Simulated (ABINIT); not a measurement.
# Completion of the band sum in GW: CsSnI3 (Pm-3m), part 2 of 2

Aim: few bands, with and without a completion of the sum over empty states, for CsSnI3 (Pm-3m).

ABINIT 10.8.3; PBE and many-body steps on it, plane waves. Known limits of the many-body steps: short of the basis limit; exchange with frozen shells missing; screening runs away on this mesh; no spin-orbit coupling; coarse k mesh.

So far. Step 3 (Screening, 2×2×2 mesh, 366 bands, screening to 152.4 eV): Local fields lower ε∞ by 19 %. The value itself is an artefact of the mesh, where one narrow direct gap carries too much weight. Step 4 (366 bands): The gap on the mesh goes from 0.47 eV to 0.92 eV, a correction of +0.45 eV.

### 6. 52 bands

This step: G0W0 on PBE, plane waves, norm-conserving pseudopotentials.

File run.abi:

```
acell 3*1.0 Angstrom
rprim 
  6.286228000000 0.000000000000 0.000000000000
  0.000000000000 6.286228000000 0.000000000000
  0.000000000000 0.000000000000 6.286228000000
ntypat 3
znucl 55 50 53
natom 5
typat 1 2 3 3 3
xred 
  0.500000000000 0.500000000000 0.500000000000
  0.000000000000 0.000000000000 0.000000000000
  0.500000000000 0.000000000000 0.000000000000
  0.000000000000 0.000000000000 0.500000000000
  0.000000000000 0.500000000000 0.000000000000
pp_dirpath "pseudos"
pseudos "Cs.upf, Sn.upf, I.upf"
ecut 32
ngkpt 2 2 2
nshiftk 1
shiftk 0 0 0
kptopt 1
chksymbreak 0
istwfk *1
occopt 1
irdwfk 1
optdriver 4
nband 52
gwcalctyp 0
ecutsigx 32
symsigma 1
nkptgw 2
kptgw 
  0.5000000000 0.5000000000 0.5000000000
  0.0000000000 0.0000000000 0.0000000000
bdgw 
  19 25
  20 25
ecuteps 5.6
irdscr 1
ppmodel 1
indata_prefix "in"
outdata_prefix "out"
tmpdata_prefix "tmp"
```

Command:

```
OMP_NUM_THREADS=1 mpirun -n 4 abinit run.abi > log
```

Log:

```text
.Version 10.8.3 of ABINIT. v10.8.2 released Aug 2026.

 Symmetries : space group Pm -3 m (#221); Bravais cP (primitive cubic)
[... echo of the input left out ...]
== DATASET  1 ==================================================================
-   mpi_nproc: 4, omp_nthreads: 1 (-1 if OMP is not activated)

--- !DatasetInfo
iteration_state: {dtset: 1, }
dimensions: {natom: 5, nkpt: 4, mband: 52, nsppol: 1, nspinor: 1, nspden: 1, mpw: 14592, }
cutoff_energies: {ecut:  32.0, pawecutdg:  -1.0, }
electrons: {nelect:   4.40000000E+01, charge:   0.00000000E+00, occopt:   1.00000000E+00, tsmear:   1.00000000E-02, }

 SIGMA: Calculation of the GW corrections

 Based on a program developped by R.W. Godby, V. Olevano, G. Onida, and L. Reining.
 Incorporated in ABINIT by V. Olevano, G.-M. Rignanese, and M. Torrent.
.Using double precision arithmetic ; gwpc =  8

[... cell and pseudopotentials left out ...]
--------------------------------------------------------------------------------

 ==== K-mesh for the wavefunctions ====
 Number of points in the irreducible wedge :     4
[... list of points left out ...]
 Together with 48 symmetry operations and time-reversal symmetry
 yields     8 points in the full Brillouin Zone.

 ==== Q-mesh for screening function ====
 Number of points in the irreducible wedge :     4
[... list of points left out ...]
 Together with 48 symmetry operations and time-reversal symmetry
 yields     8 points in the full Brillouin Zone.

 vcoul_init : cutoff-mode = AUXILIARY_FUNCTION
 q-points for optical limit:   1
     1)      0.000010    0.000020    0.000030
 setmesh: FFT mesh size selected  =    64x   64x   64
          total number of points  =       262144

 Number of electrons calculated from density =   44.0000; Expected =   44.0000
[...]
number of omega for Sigma on real axis              0
 max omega for Sigma on real axis  [eV]           0.00
 zcut for avoiding poles [eV]                     0.10

 EPSILON^-1 parameters (SCR file):
 dimension of the eps^-1 matrix on file           1045
 dimension of the eps^-1 matrix used              1045
 number of plane-waves for wavefunctions         14411
 number of bands                                    52
 number of q-points in IBZ                           4
 number of frequencies                               2
 number of real frequencies                          1
 number of imag frequencies                          1

 matrix elements of self-energy operator (all in [eV])

 Perturbative Calculation

--- !SelfEnergy_ee
iteration_state: {dtset: 1, }
kpoint     : [   0.500,    0.500,    0.500, ]
spin       : 1
KS_gap     :    0.471
QP_gap     :    0.800
Delta_QP_KS:    0.329
data: !SigmaeeData |
     Band     E0 <VxcDFT>   SigX SigC(E0)      Z dSigC/dE  Sig(E)    E-E0       E
       19   0.434 -11.246 -14.014   3.137   0.777  -0.287 -10.959   0.287   0.721
       20   0.434 -11.246 -14.014   3.137   0.777  -0.287 -10.959   0.287   0.721
       21   0.434 -11.246 -14.014   3.137   0.777  -0.287 -10.959   0.287   0.721
[...]
--- !SelfEnergy_ee
iteration_state: {dtset: 1, }
kpoint     : [   0.000,    0.000,    0.000, ]
spin       : 1
KS_gap     :    4.306
QP_gap     :    4.682
Delta_QP_KS:    0.376
data: !SigmaeeData |
     Band     E0 <VxcDFT>   SigX SigC(E0)      Z dSigC/dE  Sig(E)    E-E0       E
[...]
24   5.326  -6.045  -2.592  -2.540   0.831  -0.204  -5.286   0.759   6.085
       25   5.326  -6.045  -2.592  -2.540   0.831  -0.204  -5.286   0.759   6.085

== END DATASET(S) ==============================================================
================================================================================

 -outvars: echo values of variables after computation  --------
           etotal      0.0000000000E+00
            nband          52
             nkpt           4
          spgroup         221
 [... the other variables as echoed above ...]

 Calculation completed.
```

Wall time 41 s (4 MPI ranks of Arm Neoverse V1, shared host); peak memory 2.6 GiB.

Numbers from this step:

```
G0W0 gap on the mesh                         : 0.8000 eV
starting gap on the mesh                     : 0.4710 eV
k of the valence top                         : 0.5, 0.5, 0.5
k of the conduction bottom                   : 0.5, 0.5, 0.5
Z at the valence top                         : 0.786
Z at the conduction bottom                   : 0.789
least direct G0W0 gap on the computed points : 0.8000 eV
```

Against G0W0 in ABINIT (2×2×2 mesh, 366 bands, screening to 152.4 eV, Godby-Needs plasmon pole), the gap moves by −0.118 eV.

### 7. Screening, 2×2×2 mesh, 52 bands, screening to 152.4 eV

This step: RPA screening on PBE, plane waves, norm-conserving pseudopotentials.

run.abi: that of step 6 with these lines changed.

```diff
@@ -26,17 +26,10 @@
 irdwfk 1
-optdriver 4
+optdriver 3
 nband 52
-gwcalctyp 0
-ecutsigx 32
-symsigma 1
-nkptgw 2
-kptgw 
-  0.5000000000 0.5000000000 0.5000000000
-  0.0000000000 0.0000000000 0.0000000000
-bdgw 
-  19 25
-  20 25
 ecuteps 5.6
-irdscr 1
-ppmodel 1
+inclvkb 2
+awtr 1
+symchi 1
+gwcomp 1
+gwencomp 2
 indata_prefix "in"
```

Log:

```text
.Version 10.8.3 of ABINIT. v10.8.2 released Aug 2026.

 Symmetries : space group Pm -3 m (#221); Bravais cP (primitive cubic)
[... echo of the input left out ...]
== DATASET  1 ==================================================================
-   mpi_nproc: 4, omp_nthreads: 1 (-1 if OMP is not activated)

--- !DatasetInfo
iteration_state: {dtset: 1, }
dimensions: {natom: 5, nkpt: 4, mband: 52, nsppol: 1, nspinor: 1, nspden: 1, mpw: 14592, }
cutoff_energies: {ecut:  32.0, pawecutdg:  -1.0, }
[...]
--------------------------------------------------------------------------------
[... chi0 elements left out ...]
 For q-point:  0.000010 0.000020 0.000030
  dielectric constant = 114.7458
  dielectric constant without local fields = 142.4316

  Average fulfillment of the sum rule on Im[epsilon] for q-point    1 :    201.92  [%]
[... wings left out ...]
  q-point number  2        q = ( 0.500000, 0.000000, 0.000000) [r.l.u.]
--------------------------------------------------------------------------------
[... chi0 elements left out ...]
  Average fulfillment of the sum rule on Im[epsilon] for q-point    2 :    198.51  [%]

 [... 2 further q-points ...]
```

Elapsed: 74 s, on 4 MPI ranks; peak memory 2.3 GiB; 4.9 min of CPU time.

Numbers from this step:

```
ε∞ with local fields, on this mesh    : 114.7
ε∞ without local fields, on this mesh : 142.4
plasma frequency                      : 15.63 eV
plane waves in the screening matrix   : 1045
```

### 8. 52 bands, completed

This step: G0W0 on PBE, plane waves, norm-conserving pseudopotentials.

run.abi: that of step 7 with these lines changed.

```diff
@@ -26,8 +26,17 @@
 irdwfk 1
-optdriver 3
+optdriver 4
 nband 52
+gwcalctyp 0
+ecutsigx 32
+symsigma 1
+nkptgw 2
+kptgw 
+  0.5000000000 0.5000000000 0.5000000000
+  0.0000000000 0.0000000000 0.0000000000
+bdgw 
+  19 25
+  20 25
 ecuteps 5.6
-inclvkb 2
-awtr 1
-symchi 1
+irdscr 1
+ppmodel 1
 gwcomp 1
```

Log:

```text
.Version 10.8.3 of ABINIT. v10.8.2 released Aug 2026.

 Symmetries : space group Pm -3 m (#221); Bravais cP (primitive cubic)
[... echo of the input left out ...]
== DATASET  1 ==================================================================
-   mpi_nproc: 4, omp_nthreads: 1 (-1 if OMP is not activated)

--- !DatasetInfo
iteration_state: {dtset: 1, }
dimensions: {natom: 5, nkpt: 4, mband: 52, nsppol: 1, nspinor: 1, nspden: 1, mpw: 14592, }
cutoff_energies: {ecut:  32.0, pawecutdg:  -1.0, }
[...]
Band     E0 <VxcDFT>   SigX SigC(E0)      Z dSigC/dE  Sig(E)    E-E0       E
[...]
24   5.326  -6.045  -2.592  -2.970   0.831  -0.203  -5.643   0.402   5.728
       25   5.326  -6.045  -2.592  -2.970   0.831  -0.203  -5.643   0.402   5.728

== END DATASET(S) ==============================================================
================================================================================

 -outvars: echo values of variables after computation  --------
           etotal      0.0000000000E+00
            nband          52
             nkpt           4
          spgroup         221
 [... the other variables as echoed above ...]

 Calculation completed.
```

It took 44 s on 4 MPI ranks; peak memory 2.6 GiB; 2.9 min of CPU time.

Read from the output:

* G0W0 gap on the mesh: 0.9460 eV
* starting gap on the mesh: 0.4710 eV
* k of the valence top: 0.5, 0.5, 0.5
* k of the conduction bottom: 0.5, 0.5, 0.5
* least direct G0W0 gap on the computed points: 0.9460 eV

Against G0W0 in ABINIT (2×2×2 mesh, 366 bands, screening to 152.4 eV, Godby-Needs plasmon pole), the gap moves by +0.028 eV.

### 9. Screening, 2×2×2 mesh, 143 bands, screening to 152.4 eV

This step: RPA screening on PBE, plane waves, norm-conserving pseudopotentials.

run.abi: that of step 8 with these lines changed.

```diff
@@ -26,19 +26,8 @@
 irdwfk 1
-optdriver 4
-nband 52
-gwcalctyp 0
-ecutsigx 32
-symsigma 1
-nkptgw 2
-kptgw 
-  0.5000000000 0.5000000000 0.5000000000
-  0.0000000000 0.0000000000 0.0000000000
-bdgw 
-  19 25
-  20 25
+optdriver 3
+nband 143
 ecuteps 5.6
-irdscr 1
-ppmodel 1
-gwcomp 1
-gwencomp 2
+inclvkb 2
+awtr 1
+symchi 1
 indata_prefix "in"
```

Log:

```text
.Version 10.8.3 of ABINIT. v10.8.2 released Aug 2026.

 Symmetries : space group Pm -3 m (#221); Bravais cP (primitive cubic)
[... echo of the input left out ...]
== DATASET  1 ==================================================================
-   mpi_nproc: 4, omp_nthreads: 1 (-1 if OMP is not activated)

--- !DatasetInfo
iteration_state: {dtset: 1, }
dimensions: {natom: 5, nkpt: 4, mband: 143, nsppol: 1, nspinor: 1, nspden: 1, mpw: 14592, }
cutoff_energies: {ecut:  32.0, pawecutdg:  -1.0, }
[...]
--------------------------------------------------------------------------------
[... chi0 elements left out ...]
 For q-point:  0.000010 0.000020 0.000030
  dielectric constant = 112.8654
  dielectric constant without local fields = 142.5405

  Average fulfillment of the sum rule on Im[epsilon] for q-point    1 :     69.66  [%]
[... wings left out ...]
  q-point number  2        q = ( 0.500000, 0.000000, 0.000000) [r.l.u.]
--------------------------------------------------------------------------------
[... chi0 elements left out ...]
  Average fulfillment of the sum rule on Im[epsilon] for q-point    2 :     77.84  [%]

 [... 2 further q-points ...]
```

Wall time 92 s (4 MPI ranks); peak memory 2.5 GiB.

This step gave:

```
ε∞ with local fields, on this mesh    : 112.9
ε∞ without local fields, on this mesh : 142.5
plasma frequency                      : 15.63 eV
plane waves in the screening matrix   : 1045
```

### 10. 143 bands

This step: G0W0 on PBE, plane waves, norm-conserving pseudopotentials.

run.abi: that of step 9 with these lines changed.

```diff
@@ -26,8 +26,17 @@
 irdwfk 1
-optdriver 3
+optdriver 4
 nband 143
+gwcalctyp 0
+ecutsigx 32
+symsigma 1
+nkptgw 2
+kptgw 
+  0.5000000000 0.5000000000 0.5000000000
+  0.0000000000 0.0000000000 0.0000000000
+bdgw 
+  19 25
+  20 25
 ecuteps 5.6
-inclvkb 2
-awtr 1
-symchi 1
+irdscr 1
+ppmodel 1
 indata_prefix "in"
```

Log:

```text
.Version 10.8.3 of ABINIT. v10.8.2 released Aug 2026.

 Symmetries : space group Pm -3 m (#221); Bravais cP (primitive cubic)
[... echo of the input left out ...]
== DATASET  1 ==================================================================
-   mpi_nproc: 4, omp_nthreads: 1 (-1 if OMP is not activated)

--- !DatasetInfo
iteration_state: {dtset: 1, }
dimensions: {natom: 5, nkpt: 4, mband: 143, nsppol: 1, nspinor: 1, nspden: 1, mpw: 14592, }
cutoff_energies: {ecut:  32.0, pawecutdg:  -1.0, }
[...]
Band     E0 <VxcDFT>   SigX SigC(E0)      Z dSigC/dE  Sig(E)    E-E0       E
[...]
24   5.326  -6.045  -2.592  -3.129   0.820  -0.220  -5.779   0.266   5.592
       25   5.326  -6.045  -2.592  -3.129   0.820  -0.220  -5.779   0.266   5.592

== END DATASET(S) ==============================================================
================================================================================

 -outvars: echo values of variables after computation  --------
           etotal      0.0000000000E+00
            nband         143
             nkpt           4
          spgroup         221
 [... the other variables as echoed above ...]

 Calculation completed.
```

Wall time 1.7 min (4 MPI ranks); peak memory 2.9 GiB; 6.7 min of CPU time.

Numbers from this step:

```yaml
g0w0_gap_on_the_mesh: 0.7850 eV
starting_gap_on_the_mesh: 0.4710 eV
k_of_the_valence_top: 0.5, 0.5, 0.5
k_of_the_conduction_bottom: 0.5, 0.5, 0.5
least_direct_g0w0_gap_on_the_computed_points: 0.7850 eV
```

Against G0W0 in ABINIT (2×2×2 mesh, 366 bands, screening to 152.4 eV, Godby-Needs plasmon pole), the gap moves by −0.133 eV.

### 11. Screening, 2×2×2 mesh, 143 bands, screening to 152.4 eV

This step: RPA screening on PBE, plane waves, norm-conserving pseudopotentials.

run.abi: that of step 10 with these lines changed.

```diff
@@ -26,17 +26,10 @@
 irdwfk 1
-optdriver 4
+optdriver 3
 nband 143
-gwcalctyp 0
-ecutsigx 32
-symsigma 1
-nkptgw 2
-kptgw 
-  0.5000000000 0.5000000000 0.5000000000
-  0.0000000000 0.0000000000 0.0000000000
-bdgw 
-  19 25
-  20 25
 ecuteps 5.6
-irdscr 1
-ppmodel 1
+inclvkb 2
+awtr 1
+symchi 1
+gwcomp 1
+gwencomp 2
 indata_prefix "in"
```

Log:

```text
.Version 10.8.3 of ABINIT. v10.8.2 released Aug 2026.

 Symmetries : space group Pm -3 m (#221); Bravais cP (primitive cubic)
[... echo of the input left out ...]
== DATASET  1 ==================================================================
-   mpi_nproc: 4, omp_nthreads: 1 (-1 if OMP is not activated)

--- !DatasetInfo
iteration_state: {dtset: 1, }
dimensions: {natom: 5, nkpt: 4, mband: 143, nsppol: 1, nspinor: 1, nspden: 1, mpw: 14592, }
cutoff_energies: {ecut:  32.0, pawecutdg:  -1.0, }
[...]
--------------------------------------------------------------------------------
[... chi0 elements left out ...]
 For q-point:  0.000010 0.000020 0.000030
  dielectric constant = 115.5257
  dielectric constant without local fields = 142.5405

  Average fulfillment of the sum rule on Im[epsilon] for q-point    1 :    147.43  [%]
[... wings left out ...]
  q-point number  2        q = ( 0.500000, 0.000000, 0.000000) [r.l.u.]
--------------------------------------------------------------------------------
[... chi0 elements left out ...]
  Average fulfillment of the sum rule on Im[epsilon] for q-point    2 :    148.91  [%]

 [... 2 further q-points ...]
```

Elapsed: 2.8 min, on 4 MPI ranks; peak memory 2.8 GiB; 11 min of CPU time.

Read from the output:

```yaml
eps_infinity_with_local_fields_on_this_mesh: 115.5
eps_infinity_without_local_fields_on_this_mesh: 142.5
plasma_frequency: 15.63 eV
plane_waves_in_the_screening_matrix: 1045
```

### 12. 143 bands, completed

This step: G0W0 on PBE, plane waves, norm-conserving pseudopotentials.

run.abi: that of step 11 with these lines changed.

```diff
@@ -26,8 +26,17 @@
 irdwfk 1
-optdriver 3
+optdriver 4
 nband 143
+gwcalctyp 0
+ecutsigx 32
+symsigma 1
+nkptgw 2
+kptgw 
+  0.5000000000 0.5000000000 0.5000000000
+  0.0000000000 0.0000000000 0.0000000000
+bdgw 
+  19 25
+  20 25
 ecuteps 5.6
-inclvkb 2
-awtr 1
-symchi 1
+irdscr 1
+ppmodel 1
 gwcomp 1
```

Log:

```text
.Version 10.8.3 of ABINIT. v10.8.2 released Aug 2026.

 Symmetries : space group Pm -3 m (#221); Bravais cP (primitive cubic)
[... echo of the input left out ...]
== DATASET  1 ==================================================================
-   mpi_nproc: 4, omp_nthreads: 1 (-1 if OMP is not activated)

--- !DatasetInfo
iteration_state: {dtset: 1, }
dimensions: {natom: 5, nkpt: 4, mband: 143, nsppol: 1, nspinor: 1, nspden: 1, mpw: 14592, }
cutoff_energies: {ecut:  32.0, pawecutdg:  -1.0, }
[...]
Band     E0 <VxcDFT>   SigX SigC(E0)      Z dSigC/dE  Sig(E)    E-E0       E
[...]
24   5.326  -6.045  -2.592  -3.344   0.819  -0.221  -5.956   0.089   5.415
       25   5.326  -6.045  -2.592  -3.344   0.819  -0.221  -5.956   0.089   5.415

== END DATASET(S) ==============================================================
================================================================================

 -outvars: echo values of variables after computation  --------
           etotal      0.0000000000E+00
            nband         143
             nkpt           4
          spgroup         221
 [... the other variables as echoed above ...]

 Calculation completed.
```

It took 1.8 min on 4 MPI ranks; peak memory 2.9 GiB.

Numbers from this step:

- G0W0 gap on the mesh: 0.905 eV
- starting gap on the mesh: 0.4710 eV
- k of the valence top: 0.5, 0.5, 0.5
- k of the conduction bottom: 0.5, 0.5, 0.5
- least direct G0W0 gap on the computed points: 0.905 eV

Against G0W0 in ABINIT (2×2×2 mesh, 366 bands, screening to 152.4 eV, Godby-Needs plasmon pole), the gap moves by −0.013 eV.

### 13. Side by side

Times are wall times on 4 MPI ranks of Arm Neoverse V1, shared host, good to a factor of about two. A run's time includes the screening step that it read.

| run | mesh | bands | screening cutoff (eV) | DFT gap (eV) | gap on the mesh (eV) | direct (eV) | ε∞ used | time |
| --- | --- | --- | --- | --- | --- | --- | --- | --- |
| 366 bands | 2×2×2 | 366 | 152.4 | 0.471 | 0.918 | 0.918 | 114.82 | 7.9 min |
| 52 bands | 2×2×2 | 52 | 152.4 | 0.471 | 0.800 | 0.800 | 109.72 | 71 s |
| 52 bands, completed | 2×2×2 | 52 | 152.4 | 0.471 | 0.946 | 0.946 | 114.75 | 2 min |
| 143 bands | 2×2×2 | 143 | 152.4 | 0.471 | 0.785 | 0.785 | 112.87 | 3.2 min |
| 143 bands, completed | 2×2×2 | 143 | 152.4 | 0.471 | 0.905 | 0.905 | 115.53 | 4.6 min |

### 14. Outcome

```json
{"366 bands": "0.918 eV", "52 bands": "0.800 eV", "52 bands, completed": "0.946 eV", "143 bands": "0.785 eV", "143 bands, completed": "0.905 eV"}
```

**Reading.** 52 bands: −0.118 eV against 366 bands. 52 bands, completed: +0.028 eV against 366 bands. 143 bands: −0.133 eV against 366 bands. 143 bands, completed: −0.013 eV against 366 bands. The row with most bands is itself short of the limit, so it is no exact reference, and agreement of a truncated run with it can be a cancellation between the edges. The 2×2×2 mesh is coarse for this cell, which bears on the long-range parts of exchange and screening. This is the ideal cubic cell; many perovskites, halides above all, are cubic only on average, and local tilts or off-centring can widen the gap. The norm-conserving file of at least one element keeps a d shell over frozen s and p shells of the same row. Exchange with those shells is missing from the self-energy, an error of 0.3 to 0.9 eV in cases checked, whose sign depends on which edge lies on those atoms. On this mesh the RPA ε∞ passes 90, more than nearly any semiconductor shows; a coarse mesh does this where one point with a narrow direct gap carries much weight. The screening is then too strong, and the G0W0 gap should not be taken as the material's. The many-body steps are scalar-relativistic: spin-orbit coupling is not in them.

[Long decimals in the printed logs are rounded to 6 places.]

[Logs are printed without paths, hosts, clocks, repeated set-up lines and the standing remarks that a program may print on its own settings, such as how far it seeks lower states.]

[Paths, hosts, dates, memory and timing lines, banners, echoed tables and standing remarks are left out of the program output; an Ansatz launch command may be rebuilt from the run's recorded settings. Measured values are a selection of at most five: reports struck by readers or far from the other reports are left out. None is set beside runs whose start may be inverted or whose files or cutoffs have a known fault.]

[Runs of the session that timed out or met a known fault of the program may be left out.]

[Hosts, paths, dates, database ids (printed as entryN), source tags and the programs' standing remarks are cut or masked in the printed files.]

[G0W0 gaps are taken among the corrected bands and points alone; a level outside them can change the order at an edge.]

[Where Ansatz stands beside ABINIT at settings called matched, ABINIT's density can come from a denser mesh and the files from another edition; pairs whose starting gaps differed by over 0.03 eV were left out, so agreement reads better than it is.]
